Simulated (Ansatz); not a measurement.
# Direct or indirect: LiF (Fm-3m)

```cif
data_structure
_symmetry_space_group_name_H-M 'P 1'
_symmetry_Int_Tables_number 1
_cell_length_a 2.8482
_cell_length_b 2.8482
_cell_length_c 2.8482
_cell_angle_alpha 60.000
_cell_angle_beta 60.000
_cell_angle_gamma 60.000
_cell_volume 16.34
loop_
_atom_site_label
_atom_site_type_symbol
_atom_site_fract_x
_atom_site_fract_y
_atom_site_fract_z
_atom_site_occupancy
F1 F 0.50000 0.50000 0.50000 1
Li1 Li 0.00000 0.00000 0.00000 1
```

Method: Ansatz, PBE, independent particles, without spin-orbit coupling, line width 0.2 eV (Gaussian). The band structure gives a fundamental gap of 9.09 eV. The spectrum of vertical transitions near the edge:

| E (eV) | Im ε, E ∥ xyz |
| --- | --- |
| 8.64 | 0.00 |
| 8.76 | 0.00 |
| 8.88 | 0.01 |
| 9.00 | 0.06 |
| 9.12 | 0.15 |
| 9.24 | 0.28 |
| 9.36 | 0.40 |
| 9.48 | 0.50 |
| 9.60 | 0.58 |
| 9.72 | 0.65 |
| 9.84 | 0.72 |
| 9.96 | 0.79 |
| 10.08 | 0.86 |
| 10.20 | 0.94 |
| 10.32 | 1.02 |

(1) Is the gap direct or indirect, and about where do vertical transitions set in?

Answers

(1) Direct: the band path has its least direct gap at the fundamental one, 9.09 eV, and the curves rise from there. Lines are broadened by 0.2 eV, which spreads the edge.

[Logs are printed without paths, hosts, clocks, repeated set-up lines and the standing remarks that a program may print on its own settings, such as how far it seeks lower states.]
